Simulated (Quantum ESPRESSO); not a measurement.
# Calculated records

## Fixed-spin-moment curve of FePt

The structure is tetragonal, space group P4/mmm (No. 123). Conventional cell: a = 2.724 Å, b = 2.724 Å, c = 3.713 Å, α = 90.00°, β = 90.00°, γ = 90.00°. Fe has 8 Pt at 2.68 Å and 4 Fe at 2.72 Å nearest. Pt has 8 Fe at 2.68 Å and 4 Pt at 2.72 Å nearest. Farther neighbours are not listed.

```
Fe Pt
1.0
     2.72377    0.00000    0.00000
     0.00000    2.72377    0.00000
     0.00000    0.00000    3.71300
Fe Pt
1 1
Direct
  0.00000 0.00000 0.00000
  0.50000 0.50000 0.50000
```

```yaml
method: PBE; plane waves with GBRV 1.5 PBE potentials, no spin-orbit coupling (and 1 further level or step)
program: Quantum ESPRESSO 7.5
settings_of_one_run: GBRV 1.5 PBE, potential files Fe: fe_pbe_v1.5.uspp.F.UPF, Pt: pt_pbe_v1.4.uspp.F.UPF, cutoff 544.23 eV, 14×14×14 k-mesh, 24 bands, fermi-dirac occupations, smearing width 0.05 eV, collinear spin, SCF threshold 4.00e-9, starting moments 2.8 0 μB
cost: 13 runs, 27 min in all on 4 MPI ranks of Intel Xeon at 2.50GHz (Skylake/Cascade Lake), shared host (the runs of this entry)
notes: The run is spin-polarised, with a total moment of 3.32 μB a cell (absolute 3.51). The cell holds one seeded atom, so opposed orders, which may lie lower, cannot form in it.
moment_of_the_free_run: 3.32 μB a cell
energy_at_zero_total_moment: 793 meV a cell over the lowest
delta_e_delta_m2_from_the_lowest_point_to_3p67_and_to_2p85_mu_b: 404 and 362 meV/μB²
```

At zero total moment the site moments vanish, so the 793 meV a cell is the energy of forming them. The points show one minimum alone.

[Logs and program files are shortened in this print: banners, set-up blocks, solver, clock and traceback lines can be left out without a mark of their own.]

[Logs are printed without paths, hosts, clocks, repeated set-up lines and the standing remarks that a program may print on its own settings, such as how far it seeks lower states.]

[Hosts, paths, dates, database ids (printed as entryN), source tags and the programs' standing remarks are cut or masked in the printed files.]

[Where a cell is said to come from a database of computed structures, the database is the Materials Project.]
